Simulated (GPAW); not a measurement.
# A 5-layer slab of Cr(111) in an electric field, part 2 of 2

Wanted: the out-of-plane polarisability of a 5-layer slab of Cr(111).

GPAW 26.7.0; GPAW, PAW setups; slab in vacuum.

So far, dipole along the normal (e·Å): step 2 (relaxing the atoms) -0.00813; step 3 (plane waves, PBE) -0.00808; step 4 (In a field) -0.104; step 5 (field on) -0.0565.

### Step 8. In a field

Input file run.py:

```python
import json
import numpy as np
from ase import Atoms
from gpaw import GPAW, PW
from gpaw.external import ConstantElectricField

slab = Atoms(
    ['Cr', 'Cr', 'Cr', 'Cr', 'Cr'],
    positions=[
        [4.07294, 2.35151, 9.00000],
        [0.00000, 0.00000, 9.83138],
        [2.03647, 1.17576, 10.45158],
        [4.07294, 2.35151, 11.10419],
        [-0.00000, 0.00000, 11.85534]],
    cell=[[4.07294, 0.0, 0.0], [2.03647, 3.52727, 0.0], [0.0, 0.0, 21.32554]],
    pbc=[True, True, False])

slab.calc = GPAW(mode=PW(400), xc='PBE', kpts={'size': (9, 9, 1), 'gamma': True},
                 occupations={'name': 'fermi-dirac', 'width': 0.1}, nbands='140%',
                 convergence={'density': 1e-05}, maxiter=200,
                 poissonsolver={'dipolelayer': 'xy'},
                 external=ConstantElectricField(0.1, [0, 0, 1]),
                 symmetry={'tolerance': 1e-3}, txt='slab.txt')
result = {}
energy = slab.get_potential_energy()
fermi = slab.calc.get_fermi_level()
v = slab.calc.get_electrostatic_potential().mean((0, 1)) - fermi
n = slab.calc.get_pseudo_density().mean((0, 1))
L = slab.cell[2, 2]
z = np.arange(len(v)) * L / len(v)
low, high = slab.positions[:, 2].min(), slab.positions[:, 2].max()
below, above = np.interp([low - 6.8, high + 6.8], z, v)
slopes = [np.interp(x, z, np.gradient(v, z)) for x in (low - 6.8, high + 6.8)]
eps = np.array([[slab.calc.get_eigenvalues(k, s) for k in range(len(slab.calc.get_ibz_k_points()))]
                for s in range(slab.calc.get_number_of_spins())]) - fermi
top, bottom = eps[eps < 0].max(), eps[eps > 0].min()
dipole = slab.get_dipole_moment()[2]
print(f'energy {energy:.4f} eV, Fermi level {fermi:.4f} eV, dipole {dipole:.5f} e A')
print(f'potential 6.8 A off the faces, from the Fermi level: lower {below:.4f} eV, upper {above:.4f} eV')
print(f'slope of the potential there: lower {slopes[0]:.5f}, upper {slopes[1]:.5f} eV/A')
print(f'nearest levels on the mesh: {top:.4f} and {bottom:.4f} eV')
print('magnetic moment', round(slab.get_magnetic_moment(), 3))
result.update(energy=energy, fermi=fermi, dipole=dipole, below=below, above=above, slopes=slopes, edges=[top, bottom],
              z=z.tolist(), v=v.tolist(), n=n.tolist(), positions=slab.positions.tolist(),
              forces=slab.get_forces(apply_constraint=False).tolist(), moments=slab.get_magnetic_moments().tolist())
json.dump(result, open('result.json', 'w'))
```

Run with:

```bash
$ OMP_NUM_THREADS=1 OPENBLAS_NUM_THREADS=1 python run.py
```

Elapsed: 2.6 min, on 1 thread of Intel Xeon Platinum 8375C at 2.90GHz (Ice Lake), shared host; peak memory 0.35 GiB.

Table of electrostatic potential energy of an electron (without an applied field's), less the Fermi level, planar mean by z:

| z (Å) | electrostatic potential energy of an electron (without an applied field's), less the Fermi level, planar mean (eV) |
| --- | --- |
| 0.0 | 3.85 |
| 0.5 | 4.10 |
| 1.0 | 4.10 |
| 1.5 | 4.10 |
| 2.0 | 4.10 |
| 2.5 | 4.10 |
| 3.0 | 4.10 |
| 3.5 | 4.10 |
| 4.0 | 4.10 |
| 4.5 | 4.10 |
| 5.0 | 4.10 |
| 5.5 | 4.09 |
| 6.0 | 4.08 |
| 6.5 | 4.03 |
| 7.0 | 3.87 |
| 7.5 | 3.41 |
| 8.0 | 2.01 |
| 8.5 | -2.36 |
| 9.0 | -9.04 |
| 9.5 | -10.8 |
| 10.0 | -14.0 |
| 10.5 | -14.8 |
| 11.0 | -13.8 |
| 11.5 | -11.7 |
| 12.0 | -8.33 |
| 12.5 | -1.07 |
| 13.0 | 2.16 |
| 13.5 | 3.15 |
| 14.0 | 3.47 |
| 14.5 | 3.56 |
| 15.0 | 3.59 |
| 15.5 | 3.60 |
| 16.0 | 3.60 |
| 16.5 | 3.60 |
| 17.0 | 3.61 |
| 17.5 | 3.61 |
| 18.0 | 3.61 |
| 18.5 | 3.61 |
| 19.0 | 3.61 |
| 19.5 | 3.61 |
| 20.0 | 3.61 |
| 20.5 | 3.61 |
| 21.0 | 3.65 |

The dipole is now 0.0393 e Å, against -0.0081 in the run without a field.

### Step 9. Field on

Edit run.py of step 8 so:

```diff
@@ -21,3 +21,3 @@
                  poissonsolver={'dipolelayer': 'xy'},
-                 external=ConstantElectricField(0.1, [0, 0, 1]),
+                 external=ConstantElectricField(0.2, [0, 0, 1]),
                  symmetry={'tolerance': 1e-3}, txt='slab.txt')
```

It took 2.7 min on 1 thread; peak memory 0.34 GiB.

The dipole is now 0.0873 e Å, against -0.0081 in the run without a field.

### Step 10. Field on

Edit run.py of step 9 so:

```diff
@@ -21,3 +21,3 @@
                  poissonsolver={'dipolelayer': 'xy'},
-                 external=ConstantElectricField(0.2, [0, 0, 1]),
+                 external=ConstantElectricField(0.3, [0, 0, 1]),
                  symmetry={'tolerance': 1e-3}, txt='slab.txt')
```

Run time: 2.7 min. Hardware: 1 thread; peak memory 0.34 GiB.

The dipole is now 0.135 e Å, against -0.0081 in the run without a field.

### Step 11. The series

The members are put on one axis.

This step: induced dipole against applied field (GPAW 26.7.0).

Dipole along the normal against field:

| field (V/Å) | dipole along the normal (e·Å) |
| --- | --- |
| -0.200 | -0.104 |
| -0.100 | -0.0565 |
| -0.050 | -0.0326 |
| 0.000 | -0.00808 |
| 0.050 | 0.0153 |
| 0.100 | 0.0393 |
| 0.200 | 0.0873 |
| 0.300 | 0.135 |

### Step 12. Outcome

* work function, upper and lower face: 3.880 and 3.771 eV
* dipole along the normal: -0.00808 e Å
* induced dipole per field: 0.480 e Å per V/Å
* out-of-plane polarisability per area, α/(ε0 A): 6.04 Å

In words: The field induces 0.480 e Å per V/Å, a polarisable thickness α/(ε0 A) of 6.04 Å beside 2.86 Å between the outermost nuclei. A perfect conductor would give the distance between its two image planes; a dielectric of thickness t gives t(1 - 1/ε). The two faces differ by 0.11 eV, the step that the slab's dipole makes (e p/(ε0 A) gives 0.10 eV), so the dipole layer is needed. The lowest atoms were held at bulk positions, which alone makes the faces unlike. The measured value for polycrystalline Cr, which weights the faces of low work function, is 4.5 eV (as compiled in "Anisotropic work function of elemental crystals", 2019, arxiv:1902.07811); the relaxed upper face lies 0.62 eV under it with PBE. Measured work functions scatter by a tenth of an eV or more between methods. The induced dipole is linear in the field over this range. The runs had no spin polarisation, so a magnetic state, which thin layers of d-metal atoms can have, wasn't tested. The slab is only 2.9 Å thick between its outer nuclei, so the values belong to this film more than to the surface of the bulk metal. The in-plane lattice was kept as typed, which isn't the functional's own and leaves some strain; spin-orbit coupling and temperature are left out.

[Logs are printed without paths, hosts, clocks, repeated set-up lines and the standing remarks that a program may print on its own settings, such as how far it seeks lower states.]

[Hosts, paths, dates, database ids (printed as entryN), source tags and the programs' standing remarks are cut or masked in the printed files.]
